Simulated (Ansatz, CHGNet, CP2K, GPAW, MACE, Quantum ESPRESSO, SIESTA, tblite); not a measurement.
**CP2K runs on random packing of S (77 atoms)**

Aim: run random packing of S (77 atoms) in CP2K and see how near its forces come to a plane-wave reference, and at what cost.

Method: the method is named at each step, in CP2K 2026.2.

## Step 1: Starting point

The cell holds 77 atoms: 77 S. Cell: a = 13.306 Å, b = 13.306 Å, c = 13.306 Å, α = 90.0°, β = 90.0°, γ = 90.0°. 77 atoms (77 S) packed at random in a cube at 1.74 g/cm³ and pushed apart as soft spheres; a start for melting by ab initio MD, not an equilibrated structure. Then every atom was moved at random, 0.02 Å r.m.s. a Cartesian component.

The yardstick, on the same geometry:

* method: Kohn-Sham DFT, PBE, PAW, plane waves (Ansatz 0.2.0); cutoff 420 eV, Γ point, fermi-dirac smearing of 0.05 eV; PAW set soft_2
* r.m.s. force component: 0.9647 eV/Å
* longest force: 3.186 eV/Å
* pressure: -10 GPa
* SCF cycles: 11
* time: 27 s on 4 threads of Arm Neoverse V1, shared host
* CPU time: 1.7 min

## Step 2: PBE, DZVP-UZH, 350/50 Ry, diagonalisation

Method: Kohn-Sham DFT, PBE, GTH-PBE pseudopotentials, Gaussian and plane waves, DZVP-MOLOPT (UZH set), diagonalisation.

input.inp

```
&GLOBAL
  PROJECT cell
  RUN_TYPE ENERGY_FORCE
  PRINT_LEVEL LOW
&END GLOBAL
&FORCE_EVAL
  METHOD QS
  STRESS_TENSOR ANALYTICAL
  &DFT
    BASIS_SET_FILE_NAME BASIS_MOLOPT_UZH
    POTENTIAL_FILE_NAME POTENTIAL_UZH
    &MGRID
      CUTOFF 350
      REL_CUTOFF 50
    &END MGRID
    &QS
      EPS_DEFAULT 1.0E-12
    &END QS
    &SCF
      SCF_GUESS ATOMIC
      EPS_SCF 5.0E-06
      MAX_SCF 200
      ADDED_MOS 14
      &DIAGONALIZATION
        ALGORITHM STANDARD
      &END DIAGONALIZATION
      &SMEAR ON
        METHOD FERMI_DIRAC
        ELECTRONIC_TEMPERATURE [K] 580
      &END SMEAR
      &MIXING
        METHOD BROYDEN_MIXING
        ALPHA 0.3
        NBROYDEN 12
      &END MIXING
      &PRINT
        &RESTART OFF
        &END RESTART
      &END PRINT
    &END SCF
    &XC
      &XC_FUNCTIONAL PBE
      &END XC_FUNCTIONAL
    &END XC
    &PRINT
      &MULLIKEN ON
      &END MULLIKEN
      &HIRSHFELD ON
        SHAPE_FUNCTION DENSITY
      &END HIRSHFELD
      &MO ON
        EIGENVALUES T
        OCCUPATION_NUMBERS T
        MO_INDEX_RANGE 220 243
        &EACH
          QS_SCF 0
        &END EACH
        ADD_LAST NUMERIC
      &END MO
    &END PRINT
  &END DFT
  &SUBSYS
    &CELL
      A 13.30610 0.00000 0.00000
      B 0.00000 13.30610 0.00000
      C 0.00000 0.00000 13.30610
    &END CELL
    &TOPOLOGY
      COORD_FILE_NAME structure.xyz
      COORD_FILE_FORMAT XYZ
    &END TOPOLOGY
    &KIND S
      BASIS_SET DZVP-MOLOPT-PBE-GTH-q6
      POTENTIAL GTH-PBE-q6
    &END KIND
  &END SUBSYS
  &PRINT
    &FORCES ON
    &END FORCES
    &STRESS_TENSOR ON
    &END STRESS_TENSOR
  &END PRINT
&END FORCE_EVAL
```

structure.xyz

```xyz
77

S 5.85229 5.24220 11.85520
S 7.15735 6.55552 3.35726
S 2.61265 10.61867 5.70073
S 3.48700 13.08815 12.92754
S 11.26827 2.56515 11.88541
S 4.82120 8.27254 4.15084
S 1.60086 3.54847 8.62262
S 5.52642 0.75179 3.75897
S 11.44777 2.93479 5.64445
S 8.58935 1.00434 8.65189
S 5.13136 5.59349 1.04333
S 5.24314 11.47119 3.67275
S 5.97484 6.49404 6.99222
S 8.85880 1.05371 2.03477
S 4.83637 12.89082 7.25595
S 5.71457 11.67717 0.41488
S 12.56029 10.08882 12.62323
S 12.42071 1.70132 8.14227
S 10.34363 8.64404 11.71855
S 11.92280 9.36364 8.72707
S 10.99842 10.62133 2.99454
S 9.90839 6.73528 9.35406
S 1.53779 4.02270 5.97790
S 7.23133 11.74077 8.84150
S 0.27357 7.32514 2.00510
S 1.45875 2.45977 1.68189
S 11.30819 6.91265 3.11110
S 5.56301 9.61565 9.31028
S 2.60520 12.52144 3.73076
S 11.68249 13.05528 2.25432
S 2.91204 7.62998 6.95510
S 6.91398 8.96405 1.69081
S 8.11486 2.22771 6.49857
S 5.66188 1.63386 11.98999
S 10.29347 9.29365 5.17261
S 12.86261 12.44945 11.59879
S 8.79187 4.53658 10.49146
S 12.56482 6.19811 13.18408
S 11.41770 6.05374 5.94716
S 5.06803 3.58426 9.54393
S 7.70822 7.74987 12.02339
S 0.23765 3.63403 12.75350
S 8.73971 7.44210 6.02234
S 0.79464 13.15188 8.93904
S 5.26842 7.05543 9.56509
S 2.99454 7.20286 1.84156
S 8.96578 1.40007 11.10860
S 8.31339 13.24037 5.42636
S 8.12590 4.14565 4.21830
S 2.73560 1.74816 10.71474
S 2.89860 10.63157 9.63934
S 12.23948 5.63886 8.70592
S 12.71704 8.30407 6.08421
S 10.91153 3.49192 2.89434
S 9.35485 9.02832 1.26355
S 7.65354 11.87090 2.73387
[... 17 atom lines left out ...]
S 10.58540 11.83059 6.60741
S 1.09469 10.06074 2.83859
S 4.46899 8.25218 12.48844
S 8.97031 11.20094 12.84664
```

Run with:

```
> OMP_NUM_THREADS=1 mpirun -np 4 cp2k.psmp -i input.inp > output.txt
```

Numbers of over 12 decimals in the logs are rounded to 6 here.

Output:

```text
CP2K| version string:                                       CP2K version 2026.2
 CP2K| Input file name                                                 input.inp
 GLOBAL| Basis set file name                                    BASIS_MOLOPT_UZH
 GLOBAL| Potential file name                                       POTENTIAL_UZH
 GLOBAL| Run type                                                   ENERGY_FORCE
 GLOBAL| Total number of message passing processes                             4
 GLOBAL| Number of threads for this process                                    1
 TOTAL NUMBERS AND MAXIMUM NUMBERS
  Total number of            - Atomic kinds:                                   1
                             - Atoms:                                         77
                             - Shell sets:                                    77
                             - Shells:                                       385
                             - Primitive Cartesian functions:                308
                             - Cartesian basis functions:                   1078
                             - Spherical basis functions:                   1001
  Maximum angular momentum of- Orbital basis functions:                        2
                             - Local part of the GTH pseudopotential:          0
                             - Non-local part of the GTH pseudopotential:      2
 SCF PARAMETERS         Density guess:                                    ATOMIC
                        max_scf:                                             200
                        eps_scf:                                        5.00E-06
                        added MOs                                        14    0
                        Mixing method:                            BROYDEN_MIXING
                                                charge density mixing in g-space
                        Smear method:                                FERMI_DIRAC
                        Electronic temperature [K]:                        580.0
                        Electronic temperature [a.u.]:                  1.84E-03
                        Accuracy threshold:                             1.00E-10
 Extrapolation method: initial_guess
 Number of electrons:                                                        462
 Number of occupied orbitals:                                                231
 Number of molecular orbitals:                                               245
 Number of orbital functions:                                               1001
 Number of independent orbital functions:                                   1001
 SCF WAVEFUNCTION OPTIMIZATION
  Step     Update method      Time    Convergence         Total energy    Change
 *** the last MO => Add more MOs for proper smearing.                   ***
     1 NoMix/Diag. 0.30E+00    1.3     0.63291942      -780.8271482620 -7.81E+02
 *** the last MO => Add more MOs for proper smearing.                   ***
     2 Broy./Diag. 0.30E+00    1.6     1.47627150      -789.0662228097 -8.24E+00
 *** the last MO => Add more MOs for proper smearing.                   ***
     3 Broy./Diag. 0.30E+00    1.6     1.48481959      -784.4004287642  4.67E+00
[...]
4 Broy./Diag. 0.30E+00    1.6     0.66455282      -786.6102628331 -2.21E+00
[...]
*** the last MO => Add more MOs for proper smearing.                   ***
    34 Broy./Diag. 0.30E+00    1.8     0.00000662      -782.2874472750  3.02E-08
 *** the last MO => Add more MOs for proper smearing.                   ***
    35 Broy./Diag. 0.30E+00    1.8     0.00000409      -782.2874456298  1.65E-06
  *** SCF run converged in    35 steps ***
  Electronic density on regular grids:       -462.0000000000        0.0000000000
  Core density on regular grids:              461.9999999994       -0.0000000006
  Total charge density on r-space grids:       -0.0000000006
  Total charge density g-space grids:          -0.0000000006
  Overlap energy of the core charge distribution:               1.2e-13
  Self energy of the core charge distribution:              -1861.316011
  Core Hamiltonian energy:                                    395.727181
  Hartree energy:                                             847.484221
  Exchange-correlation energy:                               -164.147484
  Electronic entropic energy:                                  -0.035354
  Fermi energy:                                                 0.018288
  Total energy:                                              -782.287446
  Total energy (extrapolated to T->0):                       -782.269769
 MO| EIGENVALUES AND OCCUPATION NUMBERS
 MO|
 MO|  Index      Eigenvalue [a.u.]        Eigenvalue [eV]             Occupation
 MO|    220               0.011061               0.300984               1.961648
 MO|    221               0.011727               0.319103               1.945349
 MO|    222               0.012646               0.344114               1.911430
[...]
MO|    242               0.025006               0.680459               0.050287
 MO|    243               0.025280               0.687909               0.043474
 MO| Sum:                                                             462.000000
 MO| E(Fermi):            0.018288 a.u.          0.497645 eV
 !-----------------------------------------------------------------------------!
                     Mulliken Population Analysis
 #  Atom  Element  Kind  Atomic population                           Net charge
       1     S        1          5.978099                              0.021901
       2     S        1          5.975722                              0.024278
       3     S        1          5.951839                              0.048161
[...]
76     S        1          6.073142                             -0.073142
      77     S        1          5.967143                              0.032857
 # Total charge                            462.000000                 -0.000000
 !-----------------------------------------------------------------------------!
 !-----------------------------------------------------------------------------!
                           Hirshfeld Charges
  #Atom  Element  Kind  Ref Charge     Population                    Net charge
      1       S      1       6.000          5.972                         0.028
      2       S      1       6.000          5.972                         0.028
      3       S      1       6.000          5.967                         0.033
[...]
76       S      1       6.000          6.058                        -0.058
     77       S      1       6.000          5.986                         0.014
  Total Charge                                                            0.000
 !-----------------------------------------------------------------------------!
 ENERGY| Total FORCE_EVAL ( QS ) energy [hartree]           -782.287460
 FORCES| Atomic forces [hartree/bohr]
 FORCES|   Atom     x               y               z               |f|
 FORCES|      1 -6.35173749E-03  2.75762559E-03  3.60711399E-03   7.80771025E-03
 FORCES|      2  1.48731637E-02 -2.30607381E-02 -2.36942689E-02   3.62550274E-02
 FORCES|      3 -2.43102423E-02  2.83771009E-02 -3.23664670E-03   3.75063144E-02
[...]
FORCES|     76 -1.04174631E-03 -1.38428522E-02  4.35173566E-05   1.38820635E-02
 FORCES|     77 -4.51498368E-03 -1.95867361E-02 -1.41590799E-02   2.45866804E-02
 FORCES| Sum    -5.32257749E-07 -4.23046646E-06  4.76831016E-06
 FORCES| Total atomic force                                       6.39663400E-06
 STRESS| Analytical stress tensor [bar]
 STRESS|                        x                   y                   z
 STRESS|      x       -1.01456013938E+05   5.14227053443E+03  -6.03930270773E+03
 STRESS|      y        5.14227053443E+03  -9.95388718847E+04   4.51002920181E+03
 STRESS|      z       -6.03930270773E+03   4.51002920181E+03  -9.13345309106E+04
 STRESS| 1/3 Trace                                            -9.74431389111E+04
```

Wall time 64 s (4 MPI ranks of Arm Neoverse V1, shared host); peak memory 3.7 GiB.

Banners, paths, timers and routine set-up lines are dropped from the logs unmarked, and long logs keep their key lines alone; longer cuts are marked.

Numbers from this run, and their distance from the reference:

```yaml
r_m_s_force_component: 0.9311 eV/Å
r_m_s_difference_of_force_components: 46.59 meV/Å
longest_difference_of_force_vectors: 161.6 meV/Å
force_difference_over_r_m_s_force: 4.829 %
slope_of_forces_against_the_reference_s: 0.9646
correlation_of_force_components: 0.9994
pressure: -9.744 GPa
pressure_difference: 0.2563 GPa
```

Local excerpt of 9 atoms (numbers count through the whole input) about S54, picked at random; x, y, z are measured from there.

```
atom      x      y      z  distance (Å)  Hirshfeld charge (e)     Fx     Fy  Fz (eV/Å)
 S54   0.00   0.00   0.00          0.00                 -0.01  -0.83  -0.19       1.97
  S9   0.54  -0.56   2.75          2.86                 -0.04   0.18   0.70      -0.99
 S49  -2.79   0.65   1.32          3.15                 -0.06  -0.12   0.87      -0.74
 S14  -2.05  -2.44  -0.86          3.30                 -0.03  -0.56   0.15      -0.11
 S27   0.40   3.42   0.22          3.45                 -0.03   1.14  -0.39       0.46
 S30   0.77  -3.74  -0.64          3.87                 -0.07  -1.47  -1.85       0.63
 S59  -2.49   2.43  -1.86          3.94                 -0.01  -0.76   0.84       0.65
 S39   0.51   2.56   3.05          4.02                  0.05   1.22   0.54       0.87
 S26   3.85  -1.03  -1.21          4.17                  0.05   0.90   0.40      -2.39
```

Forces lie 4.8 % from the reference's, at 2.5 times its CPU time.

## Step 3: PBE, SZV-MOLOPT-SR, 350/50 Ry, diagonalisation

Method: Kohn-Sham DFT, PBE, GTH-PBE pseudopotentials, Gaussian and plane waves, SZV-MOLOPT-SR-GTH, diagonalisation.

Changes to input.inp since step 2:

```diff
@@ -9,4 +9,4 @@
   &DFT
-    BASIS_SET_FILE_NAME BASIS_MOLOPT_UZH
-    POTENTIAL_FILE_NAME POTENTIAL_UZH
+    BASIS_SET_FILE_NAME BASIS_MOLOPT
+    POTENTIAL_FILE_NAME GTH_POTENTIALS
     &MGRID
@@ -67,8 +67,32 @@
     &END CELL
-    &TOPOLOGY
-      COORD_FILE_NAME structure.xyz
-      COORD_FILE_FORMAT XYZ
-    &END TOPOLOGY
+    &COORD
+      SCALED
+      S 0.43982 0.39397 0.89096
+      S 0.53790 0.49267 0.25231
+      S 0.19635 0.79803 0.42843
+      S 0.26206 0.98362 0.97155
+      S 0.84685 0.19278 0.89323
+      S 0.36233 0.62171 0.31195
+      S 0.12031 0.26668 0.64802
+      S 0.41533 0.05650 0.28250
+      S 0.86034 0.22056 0.42420
+      S 0.64552 0.07548 0.65022
+      S 0.38564 0.42037 0.07841
+      S 0.39404 0.86210 0.27602
+      S 0.44903 0.48805 0.52549
+      S 0.66577 0.07919 0.15292
+      S 0.36347 0.96879 0.54531
+      S 0.42947 0.87758 0.03118
+      S 0.94395 0.75821 0.94868
+      S 0.93346 0.12786 0.61192
+      S 0.77736 0.64963 0.88069
+      S 0.89604 0.70371 0.65587
+[... 53 atom lines left out ...]
+      S 0.79553 0.88911 0.49657
+      S 0.08227 0.75610 0.21333
+      S 0.33586 0.62018 0.93855
+      S 0.67415 0.84179 0.96547
+    &END COORD
     &KIND S
-      BASIS_SET DZVP-MOLOPT-PBE-GTH-q6
+      BASIS_SET SZV-MOLOPT-SR-GTH-q6
       POTENTIAL GTH-PBE-q6
```

Run with:

```
> OMP_NUM_THREADS=1 cp2k.psmp -i input.inp > output.txt
```

Output:

```text
CP2K| version string:                                       CP2K version 2026.2
 CP2K| Input file name                                                 input.inp
 GLOBAL| Basis set file name                                        BASIS_MOLOPT
 GLOBAL| Potential file name                                      GTH_POTENTIALS
[... lines left out ...]
 Number of electrons:                                                        462
[... lines left out ...]
  Step     Update method      Time    Convergence         Total energy    Change
[... lines left out ...]
  *** SCF run converged in    53 steps ***
[... lines left out ...]
  Fermi energy:                                                 0.146584
  Total energy:                                              -770.348846
  Total energy (extrapolated to T->0):                       -770.329107
[... lines left out ...]
 MO| E(Fermi):            0.146584 a.u.          3.988746 eV
[... lines left out ...]
 ENERGY| Total FORCE_EVAL ( QS ) energy [hartree]           -770.348852
[... lines left out ...]
 FORCES|      1 -6.11931656E-03  4.22454078E-03  6.42005688E-04   7.46357497E-03
 FORCES|      2  1.96214911E-02 -3.59822339E-02 -2.61414225E-02   4.86117068E-02
 FORCES|      3 -3.17240994E-02  3.62114510E-02 -4.69852519E-03   4.83711051E-02
[...]
FORCES|     76 -4.98152967E-03 -1.88460727E-02  2.39532072E-03   1.96399504E-02
 FORCES|     77 -6.47629071E-03 -2.35310690E-02 -2.18209063E-02   3.27384407E-02
 FORCES| Sum     2.23641717E-05  1.20198757E-05  1.91347444E-07
 FORCES| Total atomic force                                       2.53903565E-05
 STRESS| Analytical stress tensor [bar]
 STRESS|                        x                   y                   z
 STRESS|      x       -1.21429780379E+05   7.17822631638E+03  -8.01417365445E+03
 STRESS|      y        7.17822631638E+03  -1.18031383986E+05   6.10356132776E+03
 STRESS|      z       -8.01417365445E+03   6.10356132776E+03  -1.07028548397E+05
 STRESS| 1/3 Trace                                            -1.15496570921E+05
```

It took 4.1 min on 1 thread; peak memory 2.7 GiB.

Against the reference:

```yaml
r_m_s_force_component: 1.218 eV/Å
r_m_s_difference_of_force_components: 298.5 meV/Å
longest_difference_of_force_vectors: 966.3 meV/Å
force_difference_over_r_m_s_force: 30.94 %
slope_of_forces_against_the_reference_s: 1.249
correlation_of_force_components: 0.9893
pressure: -11.55 GPa
pressure_difference: -1.549 GPa
```

This is a coarse setting, run to see what it loses.

Against the first run (4.8 %), the force difference from the reference is 31 %, at 0.96 times the CPU time (on 1 against 4 cores) (53 SCF steps against 35), with 308 basis functions against 1001; this set comes with other potentials too, so the change isn't the basis's alone.

## Step 4: PBE, DZVP-MOLOPT-SR, 350/50 Ry, diagonalisation

Method: Kohn-Sham DFT, PBE, GTH-PBE pseudopotentials, Gaussian and plane waves, DZVP-MOLOPT-SR-GTH, diagonalisation.

Changes to input.inp since step 3:

```diff
@@ -72,3 +72,3 @@
     &KIND S
-      BASIS_SET SZV-MOLOPT-SR-GTH-q6
+      BASIS_SET DZVP-MOLOPT-SR-GTH-q6
       POTENTIAL GTH-PBE-q6
```

Run with:

```
> OMP_NUM_THREADS=2 cp2k.psmp -i input.inp > output.txt
```

Output:

```text
CP2K| version string:                                       CP2K version 2026.2
 CP2K| Input file name                                                 input.inp
 GLOBAL| Basis set file name                                        BASIS_MOLOPT
 GLOBAL| Potential file name                                      GTH_POTENTIALS
[... lines left out ...]
 Number of electrons:                                                        462
[... lines left out ...]
  Step     Update method      Time    Convergence         Total energy    Change
[... lines left out ...]
  *** SCF run converged in    35 steps ***
[... lines left out ...]
  Fermi energy:                                                 0.023322
  Total energy:                                              -782.032289
  Total energy (extrapolated to T->0):                       -782.014685
[... lines left out ...]
 MO| E(Fermi):            0.023322 a.u.          0.634614 eV
[... lines left out ...]
 ENERGY| Total FORCE_EVAL ( QS ) energy [hartree]           -782.032304
[... lines left out ...]
 FORCES|      1 -6.35693944E-03  2.69940718E-03  2.85998792E-03   7.47509258E-03
 FORCES|      2  1.45787946E-02 -2.28330379E-02 -2.36076940E-02   3.59334397E-02
 FORCES|      3 -2.42192432E-02  2.79194404E-02 -3.14601941E-03   3.70939932E-02
[...]
FORCES|     76 -1.20087172E-03 -1.40060062E-02  1.57481178E-06   1.40573932E-02
 FORCES|     77 -4.20205301E-03 -1.95341789E-02 -1.42223512E-02   2.45258367E-02
 FORCES| Sum     1.95093315E-06 -5.04865540E-06  9.90428039E-06
 FORCES| Total atomic force                                       1.12867104E-05
 STRESS| Analytical stress tensor [bar]
 STRESS|                        x                   y                   z
 STRESS|      x       -1.01940405564E+05   5.21558253675E+03  -6.15850587790E+03
 STRESS|      y        5.21558253675E+03  -9.99004550953E+04   4.56406044418E+03
 STRESS|      z       -6.15850587790E+03   4.56406044418E+03  -9.15127165199E+04
 STRESS| 1/3 Trace                                            -9.77845257263E+04
```

Wall time 2.5 min (2 threads); peak memory 2.8 GiB; 4.3 min of CPU time.

Numbers from this run, and their distance from the reference:

- r.m.s. force component: 0.9266 eV/Å
- r.m.s. difference of force components: 53.59 meV/Å
- longest difference of force vectors: 196 meV/Å
- force difference over r.m.s. force: 5.555 %
- slope of forces against the reference's: 0.9597
- correlation of force components: 0.9992
- pressure: -9.778 GPa
- pressure difference: 0.2221 GPa

Against the first run (4.8 %), the force difference from the reference is 5.6 %, at 1.0 times the CPU time (on 2 against 4 cores), with 1001 basis functions against 1001; this set comes with other potentials too, so the change isn't the basis's alone.

(Continued in part 2 of 2.)

[Also dropped from logs without a mark: logging warnings of Python, and SIESTA's first energy breakdown and zero terms.]

[Logs are printed without paths, hosts, clocks, repeated set-up lines and the standing remarks that a program may print on its own settings, such as how far it seeks lower states.]

[Hosts, paths, dates, database ids (printed as entryN), source tags and the programs' standing remarks are cut or masked in the printed files.]
